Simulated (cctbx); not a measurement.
## Diagnosing a refinement

Cell a = 4.6030 Å, b = 4.6030 Å, c = 11.1370 Å, α = 90.00°, β = 90.00°, γ = 90.00°; space group I4/mmm (no. 139).

Simulated single-crystal data (cctbx): synchrotron X-rays, λ = 0.6889 Å, to d = 0.8 Å, 70 % of the full sphere, strongest reflection 70000 counts, noise from counting, a 4 % proportional error and a noise floor of 8 counts (s.d.); no absorption.

An anisotropic refinement with weights 1/σ² prints:

```text
Rint 0.037, 11 unique reflections to 2.00 A
cycle     R1     wR2    GooF  max shift (A)
   1  0.0094  0.0229   1.633   0.00826
   2  0.0085  0.0154   1.097   0.00000
final R1 0.0085 wR2 0.0154 GooF 1.097  parameters 7  data/parameter 1.6
atom        x        y        z      Ueq    occ   su(xyz)  su(Uiso or U11)
Pb1    0.00000  0.00000  0.36704   0.0145  1.000  0.00043  0.0043
Pt1    0.00000  0.50000  0.25000   0.0126  1.000  0.00000  0.0045
Y1     0.00000  0.00000  0.00000   0.0269  1.000  0.00000  0.0110
difference map: max 0.32 min -0.15 rms 0.08
Q1    0.0000  0.0000  0.2096    4    0.32  1.75 A from Pb1
Q2    0.0000  0.5000  0.1459    8    0.13  1.16 A from Pt1
Q3    0.0000  0.0000  0.5000    2    0.10  1.48 A from Pb1
```

**Question.** Can this result stand? If not, what is the likely fault?

Mend it. The fault: data cut at low resolution. Against the right model at the same level, R1 goes from 0.0072 to 0.0085 and GooF from 0.82 to 1.10. The atoms are right, but there are too few data for the parameters: R1 flatters and the s.u.s grow. Data per parameter fall from 13.1 to 1.6.

The compound is YPt2Pb2. The right model at the same level gives:

```text
Rint 0.032, 92 unique reflections to 0.80 A
cycle     R1     wR2    GooF  max shift (A)
   1  0.0074  0.0163   0.850   0.00001
   2  0.0072  0.0157   0.821   0.00000
final R1 0.0072 wR2 0.0157 GooF 0.821  parameters 7  data/parameter 13.1
atom        x        y        z      Ueq    occ   su(xyz)  su(Uiso or U11)
Pb1    0.00000  0.00000  0.36630   0.0136  1.000  0.00002  0.0001
Pt1    0.00000  0.50000  0.25000   0.0136  1.000  0.00000  0.0001
Y1     0.00000  0.00000  0.00000   0.0197  1.000  0.00000  0.0003
difference map: max 0.59 min -0.68 rms 0.18
Q1    0.1002  0.1002  0.4521   16    0.64  1.16 A from Pb1
Q2    0.0000  0.1766  0.1782   16    0.53  1.69 A from Pt1
Q3    0.0000  0.0000  0.1337    4    0.53  1.49 A from Y1
Q4    0.0000  0.5000  0.2500    4    0.46  0.00 A from Pt1
Q5    0.2500  0.2500  0.2500    8    0.39  1.63 A from Pt1
Q6    0.2551  0.2551  0.1164   16    0.38  1.61 A from Pb1
```

The model was made for the exercise: a known structure type with other elements put in, its volume estimated, not relaxed; displacement parameters are assumed.

[Middle refinement cycles are left out of these outputs.]

[Logs are printed without paths, hosts, clocks, repeated set-up lines and the standing remarks that a program may print on its own settings, such as how far it seeks lower states.]
